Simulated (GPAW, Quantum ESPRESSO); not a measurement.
Consider I (I4/mmm).

```cif
data_structure
_symmetry_space_group_name_H-M 'P 1'
_symmetry_Int_Tables_number 1
_cell_length_a 4.8395
_cell_length_b 4.8395
_cell_length_c 4.8395
_cell_angle_alpha 140.950
_cell_angle_beta 140.950
_cell_angle_gamma 56.414
_cell_volume 44.63
loop_
_atom_site_label
_atom_site_type_symbol
_atom_site_fract_x
_atom_site_fract_y
_atom_site_fract_z
_atom_site_occupancy
I1 I 0.00000 0.00000 0.00000 1
```

Absorber: atom 1, with 4 I at 3.23 Å (square planar, site symmetry 4/mmm). Method: Quantum ESPRESSO XSpectra, LDA, excited-electron core hole (neutral cell), 5-atom cell with 6.7 Å between holes, 5×5×5 k points, dipole transitions, Lorentzian half width 5.3 eV (not a setting of the program: the run's 0.4 eV curve was folded afterwards with a further Lorentzian).

This is not the structure that I takes at ambient pressure and room temperature (space group No. 64); it is a model or a phase of other conditions.

What does the I K edge look like?

Main maxima up to 30 eV above the zero (height): 20.7 eV (1.39). A K edge sees empty p states on the absorber. 

The I K spectrum (energy from the energy zero of the input (xe0, at the border of filled and empty states); intensity scaled to a mean of 1 over the first 20 eV; folded afterwards to Lorentzian half width 5.3 eV; the points at xe0, where the cut of filled states can leave a spike, are interpolated; polarised curves are means over the symmetry-equivalent atoms):

```
E (eV)  isotropic  ε ⊥ c  ε ∥ c
  -2.0       0.38   0.42   0.29
  -1.5       0.40   0.45   0.31
  -1.0       0.43   0.48   0.33
  -0.5       0.45   0.51   0.35
   0.0       0.48   0.53   0.37
   0.5       0.50   0.56   0.40
   1.0       0.53   0.58   0.43
   1.5       0.55   0.59   0.46
   2.0       0.57   0.61   0.50
   2.5       0.59   0.63   0.53
   3.0       0.62   0.64   0.57
   3.5       0.64   0.65   0.62
   4.0       0.67   0.67   0.66
   4.5       0.69   0.69   0.70
   5.0       0.72   0.71   0.74
   5.5       0.75   0.74   0.79
   6.0       0.79   0.77   0.82
   6.5       0.82   0.80   0.86
   7.0       0.85   0.83   0.89
   7.5       0.88   0.86   0.92
   8.0       0.92   0.90   0.95
   8.5       0.95   0.94   0.97
   9.0       0.98   0.97   0.99
   9.5       1.01   1.01   1.01
  10.0       1.04   1.04   1.03
  10.5       1.07   1.07   1.05
  11.0       1.09   1.10   1.08
  11.5       1.12   1.13   1.10
  12.0       1.15   1.16   1.12
  12.5       1.17   1.19   1.15
  13.0       1.20   1.21   1.17
  13.5       1.22   1.23   1.19
  14.0       1.24   1.26   1.22
  14.5       1.26   1.28   1.24
  15.0       1.28   1.29   1.26
  15.5       1.30   1.31   1.28
  16.0       1.32   1.33   1.29
  16.5       1.33   1.34   1.31
  17.0       1.35   1.36   1.32
  17.5       1.36   1.37   1.33
  18.0       1.37   1.38   1.34
  18.5       1.38   1.39   1.35
  19.0       1.38   1.40   1.36
  19.5       1.39   1.41   1.36
  20.0       1.39   1.41   1.36
  20.5       1.39   1.41   1.36
  21.0       1.39   1.41   1.36
  21.5       1.39   1.41   1.36
  22.0       1.39   1.40   1.36
  22.5       1.39   1.40   1.36
  23.0       1.38   1.39   1.37
  23.5       1.38   1.38   1.37
  24.0       1.37   1.38   1.37
  24.5       1.37   1.37   1.38
  25.0       1.37   1.37   1.38
  25.5       1.37   1.36   1.39
  26.0       1.37   1.36   1.40
  26.5       1.38   1.36   1.41
  27.0       1.38   1.36   1.41
  27.5       1.39   1.37   1.42
  28.0       1.39   1.37   1.44
  28.5       1.40   1.38   1.45
  29.0       1.41   1.38   1.46
  29.5       1.42   1.39   1.47
  30.0       1.42   1.40   1.48
  30.5       1.43   1.40   1.49
  31.0       1.44   1.41   1.50
  31.5       1.45   1.42   1.50
  32.0       1.46   1.43   1.51
```

The primitive cell holds an odd number of electrons, so a spin-paired run has to come out metallic; that is right for a metal, but some such compounds are magnetic or distorted insulators. Lifetime broadening is put in by hand, and intensities beyond about 20 eV depend on it and on the partial waves. The structure is a computed Materials Project entry and may be a hypothetical form.

[Banner, clock and machine lines of the logs are left out without a mark of their own.]

[Logs are printed without paths, hosts, clocks, repeated set-up lines and the standing remarks that a program may print on its own settings, such as how far it seeks lower states.]

[Hosts, paths, dates, database ids (printed as entryN), source tags and the programs' standing remarks are cut or masked in the printed files.]

[Lists of maxima count a maximum above −3 eV only where it reaches 4 % of the highest in the window and stands out from its surroundings by 2 % of it (1.5 % where it reaches 55 %); shoulders and weaker maxima are passed over, and of the rest the first, up to two pre-edge ones and the few strongest are named.]
